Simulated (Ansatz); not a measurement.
## The puckered PAs bilayer (AB) between two gates

Aim: screening and gap of the neutral puckered PAs bilayer (AB) between oppositely charged gates.

Main program and level: Ansatz 0.2.0; plane-wave DFT, PBE-D3(BJ), Ansatz PAW.

## 1. The starting structure

The cell holds 8 atoms: 4 P and 4 As. Cell: a = 4.690 Å, b = 3.500 Å, c = 46.820 Å, α = 90.0°, β = 90.0°, γ = 90.0°. Regions: layer 1: puckered PAs, 4 atoms (2 P and 2 As); layer 2: puckered PAs, 4 atoms (2 P and 2 As). Vacuum lies along c.

As a file:

```cif
data_structure
_symmetry_space_group_name_H-M 'P 1'
_symmetry_Int_Tables_number 1
_cell_length_a 4.6900
_cell_length_b 3.5000
_cell_length_c 46.8200
_cell_angle_alpha 90.000
_cell_angle_beta 90.000
_cell_angle_gamma 90.000
_cell_volume 768.55
loop_
_atom_site_label
_atom_site_type_symbol
_atom_site_fract_x
_atom_site_fract_y
_atom_site_fract_z
_atom_site_occupancy
P1 P 0.09000 0.00000 0.41542 1
As2 As 0.41000 0.50000 0.41756 1
As3 As 0.91000 0.00000 0.46369 1
P4 P 0.59000 0.50000 0.46583 1
P5 P 0.09000 0.50000 0.53417 1
As6 As 0.41000 0.00000 0.53631 1
As7 As 0.91000 0.50000 0.58244 1
P8 P 0.59000 0.00000 0.58458 1
```

## 2. Relaxation

The starting cell is a guess, so the in-plane lattice and the atoms are relaxed first, with the slab cut off from its images along the normal.

Contents of input.yaml:

```yaml
crystal:
  lattice:
    - [4.69, 0.0, 0.0]
    - [0.0, 3.5, 0.0]
    - [0.0, 0.0, 46.8200000012]
  atoms:
    - { symbol: P, position: [0.09, 0.0, 0.4154207603] }
    - { symbol: As, position: [0.41, 0.5, 0.4175565997] }
    - { symbol: As, position: [0.91, 0.0, 0.4636907304] }
    - { symbol: P, position: [0.59, 0.5, 0.4658265698] }
    - { symbol: P, position: [0.09, 0.5, 0.5341734302] }
    - { symbol: As, position: [0.41, 0.0, 0.5363092696] }
    - { symbol: As, position: [0.91, 0.5, 0.5824434003] }
    - { symbol: P, position: [0.59, 0.0, 0.5845792397] }
  periodic: [true, true, false]
kpoints:
  mp_grid: { grid: [8, 10, 1] }
hamiltonian:
  xc: pbe
  dispersion: d3bj
scf:
  occupations: { method: fermi_dirac, width: 0.05 }
  convergence: { dr2_threshold: 1.0e-09 }
relax:
  f_tol: 0.004
  max_steps: 90
  cell: {}
output:
  write_potential: true
  write_density: true
  volumetric_format: npy
```

Started as:

```sh
> ansatz run input.yaml --threads 4 --pin off --max-ram 8192MiB --backend cpu --events-out ev --progress --plain --runs-dir out
```

Numbers of over 12 decimals in the logs are rounded to 6 here.

Log:

```text
Warning: relax.cell: scf.convergence.dr2_threshold = 1e-9 eV is looser than the 2.49123086576e-10 eV advised for a relaxation that steers and ends on the stress (1e-10 eV for each atom of the cell: 8, times the square of relax.cell.stress_2d_tol = 0.05 N/m over 17.9 Å (the atoms' height at the walk's start and 5 Å past either face), 2.790e-2 GPa, over a crystal's default 0.05). What an SCF threshold leaves in a stress goes as its square root, and in the free energy as the threshold itself, and one threshold admits the most on a small cell: [figures from the program's tests cut] Set scf.convergence.dr2_threshold to 2.49123086576e-10 eV or tighter. [rest of the remark cut]
Engine: ansatz 0.2.0, x86_64-unknown-linux-gnu
Pseudopotentials: kind: paw
Pseudopotential: P, paw, valence charge 5, recommended cutoff 420 eV (normal), P.paw.azcp
Pseudopotential: As, paw, valence charge 15, recommended cutoff 420 eV (normal), As.paw.azcp
Functional definition: PBE
  parameter kappa = 0.804
  parameter beta = 0.066725
  exchange = pbe_x(kappa = kappa, mu = beta*pi^2/3)
  correlation = pbe_c(beta = beta)
Crystal: 8 atoms, lattice volume = 768.550 Å³
Basis set: ecut = 420 eV, 14985 PW (Γ), exchange–correlation on 64×48×640 points (8 copies of the dense FFT grid, shifted against one another)
Bands: 48, of which v1, the nominal top of the filled ones, is band 40 counted from 1 (39 counted from 0)
Symmetry: 4 space group operations
Space group: Pmc21 (ITA 26), of the structure as read, at distance tolerance 9.2e-5 Å
k-points: 30 of 80 (time reversal used)
Non-local potential: P, projectors of the file, l = 0: 2, l = 1: 2, l = 2: 2
Non-local potential: As, projectors of the file, l = 0: 2, l = 1: 2, l = 2: 3, l = 3: 1
PAW form: soft (Blöchl's): semilocal exchange-correlation on the pseudo side does not see the compensation charge
PAW one-centre angular grid: P, 110 points (default); XC on 64 Gauss nodes
PAW one-centre angular grid: As, 590 points (default); XC on 64 Gauss nodes
Initial density: superposition of atomic densities (neutral atoms: chi_scale 0, normalization atom), corrected by the library's trained network
Initial wavefunctions: pseudopotential atomic-orbital guess
Functional: x = pbe(κ = 0.804, μ = 0.219515), c = pbe(β = 0.066725)
SCF iter   1: F=—  HF=-22448.834536 eV  |F-HF|=—  |Δ(HF+E_count)|=         —  Δρ=1.24e-3  dr2=6.78e-2  ethr=1.77e-3  ⟨swp⟩=11.4  Hψ=7418  notcnv=0
preconditioner: auto → Resta (q_TF=auto, 1.871 Å⁻¹)  ε∞=2.0  [insulator: Δε(μ)=0.664 eV  Ē_g=8.584 eV  σ=0.050 eV  W_gap=1.00  n_scr=78 (ndim 8)  ℏωp=8.5 eV  f_vac=0.746  D(μ)=0.00/eV (n_scr^D=0)  ε∞_Penn≈2.0  vacuum switching on, ρ_ref=5.3e-3 e/Å³]
SCF iter   2: F=—  HF=-22448.835983 eV  |F-HF|=—  |Δ(HF+E_count)|=   1.45e-3  Δρ=1.14e-3  dr2=9.88e-2  ethr=8.48e-5  ⟨swp⟩=3.8  Hψ=2888  notcnv=0  defer=55
SCF iter   3: F=—  HF=-22448.825428 eV  |F-HF|=—  |Δ(HF+E_count)|=   1.06e-2  Δρ=3.64e-4  dr2=2.64e-3  ethr=8.48e-5  ⟨swp⟩=3.0  Hψ=1946  notcnv=0  defer=55
SCF iter   4: F=—  HF=-22448.825687 eV  |F-HF|=—  |Δ(HF+E_count)|=   2.59e-4  Δρ=1.60e-4  dr2=1.73e-4  ethr=3.30e-6  ⟨swp⟩=2.7  Hψ=2185  notcnv=0  defer=55
SCF iter   5: F=—  HF=-22448.825808 eV  |F-HF|=—  |Δ(HF+E_count)|=   1.21e-4  Δρ=5.01e-5  dr2=1.71e-5  ethr=2.16e-7  ⟨swp⟩=3.3  Hψ=3039  notcnv=0  defer=55
SCF iter   6: F=—  HF=-22448.825818 eV  |F-HF|=—  |Δ(HF+E_count)|=   9.74e-6  Δρ=1.50e-5  dr2=2.26e-6  ethr=2.14e-8  ⟨swp⟩=3.8  Hψ=3108  notcnv=0  defer=55
SCF iter   7: F=—  HF=-22448.825882 eV  |F-HF|=—  |Δ(HF+E_count)|=   6.40e-5  Δρ=3.78e-6  dr2=1.11e-7  ethr=2.82e-9  ⟨swp⟩=2.8  Hψ=2540  notcnv=0  defer=55
SCF iter   8: F=—  HF=-22448.825882 eV  |F-HF|=—  |Δ(HF+E_count)|=   9.26e-8  Δρ=1.11e-6  dr2=1.07e-8  ethr=1.39e-10  ⟨swp⟩=3.3  Hψ=2958  notcnv=0  defer=55
SCF iter   9: F=—  HF=-22448.825882 eV  |F-HF|=—  |Δ(HF+E_count)|=   1.53e-8  Δρ=3.57e-7  dr2=1.54e-9  ethr=1.34e-11  ⟨swp⟩=3.3  Hψ=3092  notcnv=0  defer=55
SCF iter  10: F=-22448.825882 eV  HF=-22448.825882 eV  |F-HF|=5.82e-11  |Δ(HF+E_count)|=  3.82e-10  Δρ=1.10e-7  dr2=9.32e-11  ethr=1.25e-12  ⟨swp⟩=10.4  Hψ=9579  notcnv=0
SCF 1 converged in 10 iterations: F = -22448.825882 eV  dr2 = 9.32e-11
  greatest PAW one-centre occupation: 0.999 electrons in one spin orbital (limit 2), on the As atom at site 5 (counted from 0), in its partial waves of l = 2
relax step   1: F+E_penalty+E_count = -22448.82588210 eV  Δ(F+E_penalty+E_count) = +0.000e0 eV  max|allowed force component| = 1.095e0 eV/Å  Δτ_max = 0.0000 Å  P = +1.528 N/m  Ω = 768.550 Å³  fix = [c, alpha, beta]  reactions: c +0.000 N/m  (10 SCF iters, accepted)
Crystal: 8 atoms, lattice volume = 733.342 Å³
Basis set: ecut = 420 eV, 14437 PW (Γ), exchange–correlation on 64×48×640 points (8 copies of the dense FFT grid, shifted against one another)
Initial density: handed on by an earlier stage of this run
Initial wavefunctions: those handed on with the density
iter 1 solved again at ethr=1.67e-4 eV; its pass at ethr=3.10e-3 eV (dr2=1.34e-1 eV) is discarded
SCF iter   1: F=—  HF=-22449.124816 eV  |F-HF|=—  |Δ(HF+E_count)|=         —  Δρ=5.51e-3  dr2=1.35e-1  ethr=1.67e-4  ⟨swp⟩=2.6  Hψ=9745  notcnv=0
preconditioner: auto → Resta (q_TF=auto, 1.886 Å⁻¹)  ε∞=2.0  [insulator: Δε(μ)=0.432 eV  Ē_g=8.568 eV  σ=0.050 eV  W_gap=0.97  n_scr=76 (ndim 8)  ℏωp=8.7 eV  f_vac=0.749  D(μ)=0.04/eV (n_scr^D=0)  ε∞_Penn≈2.0  vacuum switching on, ρ_ref=5.3e-3 e/Å³]
SCF iter   2: F=—  HF=-22449.110434 eV  |F-HF|=—  |Δ(HF+E_count)|=   1.44e-2  Δρ=2.80e-3  dr2=3.59e-2  ethr=1.67e-4  ⟨swp⟩=2.9  Hψ=2034  notcnv=0
SCF iter   3: F=—  HF=-22449.124247 eV  |F-HF|=—  |Δ(HF+E_count)|=   1.38e-2  Δρ=1.36e-3  dr2=1.11e-1  ethr=4.48e-5  ⟨swp⟩=3.7  Hψ=3062  notcnv=0  defer=2  recentre
SCF iter   4: F=—  HF=-22449.113073 eV  |F-HF|=—  |Δ(HF+E_count)|=   1.12e-2  Δρ=4.23e-4  dr2=2.48e-3  ethr=4.48e-5  ⟨swp⟩=3.8  Hψ=2234  notcnv=0  defer=4
SCF iter   5: F=—  HF=-22449.112792 eV  |F-HF|=—  |Δ(HF+E_count)|=   2.81e-4  Δρ=1.34e-4  dr2=1.42e-4  ethr=3.10e-6  ⟨swp⟩=3.1  Hψ=2220  notcnv=0  defer=4
SCF iter   6: F=—  HF=-22449.112805 eV  |F-HF|=—  |Δ(HF+E_count)|=   1.33e-5  Δρ=3.14e-5  dr2=7.23e-6  ethr=1.78e-7  ⟨swp⟩=3.1  Hψ=2555  notcnv=0  defer=4
SCF iter   7: F=—  HF=-22449.112872 eV  |F-HF|=—  |Δ(HF+E_count)|=   6.64e-5  Δρ=1.12e-5  dr2=9.85e-7  ethr=9.04e-9  ⟨swp⟩=3.2  Hψ=3010  notcnv=0  defer=4
SCF iter   8: F=—  HF=-22449.112872 eV  |F-HF|=—  |Δ(HF+E_count)|=   4.14e-7  Δρ=2.77e-6  dr2=7.03e-8  ethr=1.23e-9  ⟨swp⟩=3.3  Hψ=2977  notcnv=0  defer=5
[...]
relax step   9: F+E_penalty+E_count = -22449.11778561 eV  Δ(F+E_penalty+E_count) = +1.255e-1 eV  max|allowed force component| = 6.059e-1 eV/Å  Δτ_max = 0.0788 Å  P = -3.994 N/m  Ω = 721.537 Å³  energy of the carried Pulay correction = +1.381e-3 eV  fix = [c, alpha, beta]  (10 SCF iters, rejected (line search))
relax step  10: F+E_penalty+E_count = -22449.24427659 eV  Δ(F+E_penalty+E_count) = -1.021e-3 eV  max|allowed force component| = 2.656e-2 eV/Å  Δτ_max = 0.0156 Å  P = +0.199 N/m  Ω = 705.698 Å³  energy of the carried Pulay correction = +1.866e-3 eV  fix = [c, alpha, beta]  reactions: c +0.000 N/m  (9 SCF iters, accepted)
relax step  11: F+E_penalty+E_count = -22449.24470136 eV  Δ(F+E_penalty+E_count) = -4.248e-4 eV  max|allowed force component| = 9.902e-3 eV/Å  Δτ_max = 0.0060 Å  P = -0.038 N/m  Ω = 708.373 Å³  energy of the carried Pulay correction = +1.783e-3 eV  fix = [c, alpha, beta]  reactions: c +0.000 N/m  (8 SCF iters, accepted)
relax step  12: F+E_penalty+E_count = -22449.24475506 eV  Δ(F+E_penalty+E_count) = -5.370e-5 eV  max|allowed force component| = 7.256e-4 eV/Å  Δτ_max = 0.0033 Å  P = -0.005 N/m  Ω = 708.078 Å³  energy of the carried Pulay correction = +1.793e-3 eV  fix = [c, alpha, beta]  reactions: c +0.000 N/m  (7 SCF iters, accepted)
Basis set: ecut = 420 eV, 13797 PW (Γ), exchange–correlation on 60×48×640 points (8 copies of the dense FFT grid, shifted against one another)
Initial wavefunctions: pseudopotential atomic-orbital guess (no wavefunctions were taken with the density)
iter 1 solved again at ethr=7.58e-7 eV; its pass at ethr=3.10e-3 eV (dr2=6.07e-4 eV) is discarded
SCF iter   1: F=—  HF=-22449.243608 eV  |F-HF|=—  |Δ(HF+E_count)|=         —  Δρ=2.26e-5  dr2=7.09e-7  ethr=7.58e-7  ⟨swp⟩=5.5  Hψ=13077  notcnv=0
eigensolver tolerance schedule: the retry pair's looser diagonalisation over-reported the residual by 855.11 of it (diagonalisation noise at 0.26 of the residual, at the tolerance the schedule requests for it); recorded, not acted on — ethr = c·dr2/N_el stays at c = 1.0e-1
preconditioner: auto → Resta (q_TF=auto, 1.897 Å⁻¹)  ε∞=2.0  [insulator: Δε(μ)=0.371 eV  Ē_g=8.616 eV  σ=0.050 eV  W_gap=0.95  n_scr=80 (ndim 8)  ℏωp=8.8 eV  f_vac=0.749  D(μ)=0.07/eV (n_scr^D=0)  ε∞_Penn≈2.0  vacuum switching on, ρ_ref=5.4e-3 e/Å³]
SCF iter   2: F=—  HF=-22449.243661 eV  |F-HF|=—  |Δ(HF+E_count)|=   5.26e-5  Δρ=1.24e-5  dr2=3.04e-7  ethr=8.86e-10  ⟨swp⟩=4.1  Hψ=4169  notcnv=0
SCF iter   3: F=—  HF=-22449.243672 eV  |F-HF|=—  |Δ(HF+E_count)|=   1.05e-5  Δρ=4.28e-6  dr2=7.64e-8  ethr=3.80e-10  ⟨swp⟩=2.5  Hψ=2210  notcnv=0
SCF iter   4: F=—  HF=-22449.243673 eV  |F-HF|=—  |Δ(HF+E_count)|=   1.72e-6  Δρ=1.23e-6  dr2=2.85e-8  ethr=9.54e-11  ⟨swp⟩=3.9  Hψ=3262  notcnv=0
SCF iter   5: F=—  HF=-22449.243674 eV  |F-HF|=—  |Δ(HF+E_count)|=   2.45e-7  Δρ=6.69e-7  dr2=3.35e-8  ethr=3.56e-11  ⟨swp⟩=2.5  Hψ=1861  notcnv=0
SCF iter   6: F=—  HF=-22449.243674 eV  |F-HF|=—  |Δ(HF+E_count)|=   1.79e-8  Δρ=2.92e-7  dr2=5.19e-9  ethr=3.56e-11  ⟨swp⟩=2.1  Hψ=1718  notcnv=0
SCF iter   7: F=-22449.243674 eV  HF=-22449.243674 eV  |F-HF|=8.11e-10  |Δ(HF+E_count)|=   5.80e-9  Δρ=8.45e-8  dr2=4.92e-10  ethr=1.25e-12  ⟨swp⟩=12.1  Hψ=11004  notcnv=0
SCF 13 converged in 7 iterations: F = -22449.243674 eV  dr2 = 4.92e-10
relax step  13: F+E_penalty+E_count = -22449.24367355 eV  Δ(F+E_penalty+E_count) = +1.082e-3 eV  max|allowed force component| = 6.847e-4 eV/Å  Δτ_max = 0.0000 Å  P = -0.012 N/m  Ω = 708.078 Å³  fix = [c, alpha, beta]  reactions: c +0.000 N/m  stress off target by 1.92e-2 N/m on what of the cell is left free  SCF on the basis re-selected at this cell (its energy is not comparable with the rows above)  (7 SCF iters)
basis re-selected at this cell: Δ(F+E_penalty+E_count) = +1.082e-3 eV, ΔP = -0.006 N/m vs the last step (what re-selecting the basis moved, of the pressure what is left beyond the Pulay correction that the steps carried, after the strain that the cell walked since its last selection, with what the two solves' SCF thresholds leave and, on support functions, any second-order correction that the steps lacked; it is no measure of the basis error at this ecutwfc). The dense FFT grid was sized anew with the basis: this SCF ran on 30×24×320 points, the steps before it on 32×24×320, so part of this shift can come from that change (see relax.cell in the input reference). [rest of the remark cut]
WARN: The output density's exchange-correlation potential varies sharply where the density is thin. Do not read a vacuum level from v_tot or v_xc, or from such a field of the output density. On a cell that repeats whose density bears no net charge and no dipole along the vacuum's axis use v_es (v_loc + v_h of the components); under efield.dipole_correction with no amplitude use v_es + v_field, which holds any externa [...]
SCF converged after 7 iterations
Free energy (F): -22449.243674 eV
Harris-Foulkes:  -22449.243674 eV  (|F-HF|=8.11e-10)
Internal energy: -22449.242774 eV  (E = F + TS)
E sigma→0 (E₀):  -22449.243224 eV
Entropy (-TS):   -0.000899 eV (-0.112 meV/atom)
Fermi energy:    -4.099595 eV
--- Per-component energies (eV) ---
  E_band       = -2041.108805
  E_kinetic    = 688.149328
  E_local      = -326558.381969  (includes V_loc(G=0)·N_el)
  E_nonlocal   = -2545.597212
  E_hartree    = 163016.041378
  E_xc         = -561.060951
  E_vxc        = -557.497626  (∫ρ·V_xc dr)
  E_paw        = -9616.754529  (= ΣΔE_a)
  E_vpaw       = 900.129202  (= ΣTr[D̂ρ^β])
  E_aug_tail   = 0.000045  (compensation charges beyond the density's cutoff)
  E_ewald      = 153130.981338
  E_disp       = -2.620202  (pairwise vdW)
  E_smearing   = -0.000899  (= −TS)
  E_closure    = -0.000000  (closes the sum)
  Σ components = -22449.243674   (vs F -22449.243674, Δ=0.00e0)
--- Forces (eV/Å), atoms counted from 1 ---
  atom   1  P     -0.00057510    -0.00000000     0.00011443
  atom   2  As     0.00030295     0.00000000    -0.00010127
  atom   3  As     0.00010462     0.00000000    -0.00068469
  atom   4  P      0.00016745    -0.00000000    -0.00037111
  atom   5  P      0.00016745    -0.00000000     0.00037111
  atom   6  As     0.00010462     0.00000000     0.00068469
  atom   7  As     0.00030295     0.00000000     0.00010127
  atom   8  P     -0.00057510    -0.00000000    -0.00011443
  max |Σ_I F_I| component: 1.76e-7 eV/Å
--- 2D stress c σ (N/m, compression-positive) ---
       -0.019221      -0.000000      -0.000000
       -0.000000      -0.004303      -0.000000
        0.000000       0.000000       0.000000
  P = ½ c Tr σ = -0.0118 N/m
--- Band table (eV; the first three rows and the last of 30) ---
  k-point 0: bands = [... 36 lower, -6.3803, -6.0775, -4.9857, -4.6262, -3.8992, -3.0787, -2.9693, -2.7099, ... 4 higher]
  k-point 1: bands = [... 36 lower, -6.5001, -6.3751, -4.9670, -4.6575, -3.8878, -2.9378, -2.2509, -2.0642, ... 4 higher]
  k-point 2: bands = [... 36 lower, -6.3481, -6.2034, -5.1124, -4.9934, -3.7460, -3.0234, -2.5588, -2.4726, ... 4 higher]
  k-point 29: bands = [... 36 lower, -6.3691, -6.3691, -6.3217, -6.3217, -2.0744, -2.0744, -2.0596, -2.0596, ... 4 higher]
  the weakly bound empty levels are not read free of the cell's end (no_gap_told)
--- Relaxed structure (12 steps of the walk, 10 accepted, 1 SCFs on fresh bases) ---
  F+E_penalty+E_count = -22449.24367355 eV   max|allowed force component| = 6.847e-4 eV/Å   (the final SCF, on the basis selected at the relaxed cell)
  cell:  # Å, volume = 708.0784 Å³
    - [4.273551, 0.0, 0.0]
    - [0.0, 3.538841, 0.0]
    - [0.0, 0.0, 46.8200000012]
  atoms:
    - { symbol: P, position: [0.066040, 0, 0.421210] }
    - { symbol: As, position: [0.435505, 0.500000, 0.416993] }
    - { symbol: As, position: [0.934244, 0, 0.470282] }
    - { symbol: P, position: [0.564210, 0.500000, 0.466143] }
    - { symbol: P, position: [0.064210, 0.500000, 0.533857] }
    - { symbol: As, position: [0.434244, 0, 0.529718] }
    - { symbol: As, position: [0.935505, 0.500000, 0.583007] }
    - { symbol: P, position: [0.566040, 0, 0.578790] }
```

The job ended after 3.3 min (4 threads of AMD EPYC 9R14 (Zen 4), shared host; peak memory 1.6 GiB).

Relaxation path:

| step | energy less that of the first step (eV) | largest force component (eV/Å) | volume (Å³) |
| --- | --- | --- | --- |
| 1 | 0.0000 | 1.0951 | 768.55 |
| 2 | -0.2870 | 0.2174 | 733.34 |
| 3 | -0.3050 | 0.2796 | 739.45 |
| 4 | -0.3894 | 0.1467 | 713.26 |
| 5 | -0.3986 | 0.0746 | 720.96 |
| 6 | -0.4046 | 0.0536 | 719.92 |
| 7 | -0.2353 | 0.6380 | 714.37 |
| 8 | -0.4174 | 0.0595 | 711.44 |
| 9 | -0.2919 | 0.6059 | 721.54 |
| 10 | -0.4184 | 0.0266 | 705.70 |
| 11 | -0.4188 | 0.0099 | 708.37 |
| 12 | -0.4189 | 0.0007 | 708.08 |
| 13* | -0.4178 | 0.0007 | 708.08 |

Relaxation steps marked * repeat the geometry before them on a plane-wave basis chosen anew for their cell, so energy and pressure can jump there. Relaxation steps 7, 9 were tried and not accepted.

The run keeps the 4 symmetry operations that it works with, so distortions that break them were not tested.

```csv
cell as run,before,after,change
a (Å),4.690,4.274,-8.9 %
b (Å),3.500,3.539,+1.1 %
```

The atoms that moved most (Å, along periodic axes as changes of fractional coordinates times the final cell, across vacuum about the mean position):

| atom | dx | dy | dz | length |
| --- | --- | --- | --- | --- |
| As3 | 0.104 | 0.000 | 0.309 | 0.326 |
| As6 | 0.104 | 0.000 | -0.309 | 0.326 |
| P1 | -0.102 | 0.000 | 0.271 | 0.290 |
| P8 | -0.102 | 0.000 | -0.271 | 0.290 |
| As2 | 0.109 | 0.000 | -0.026 | 0.112 |
| As7 | 0.109 | 0.000 | 0.026 | 0.112 |
| P5 | -0.110 | 0.000 | -0.015 | 0.111 |
| P4 | -0.110 | 0.000 | 0.015 | 0.111 |

Numbers from this step:

```yaml
energy_at_zero_smearing: -22449.2432 eV
```

The lattice constant a goes from 4.690 to 4.274 Å.

(Continued in part 2 of 3.)

[Logs are printed without paths, hosts, clocks, repeated set-up lines and the standing remarks that a program may print on its own settings, such as how far it seeks lower states.]

[Hosts, paths, dates, database ids (printed as entryN), source tags and the programs' standing remarks are cut or masked in the printed files.]

[Maps of the electrostatic potential energy from Ansatz leave out the sawtooth potential of an applied field or a dipole correction, so their vacuum need not be flat; planar profiles and work functions include it.]
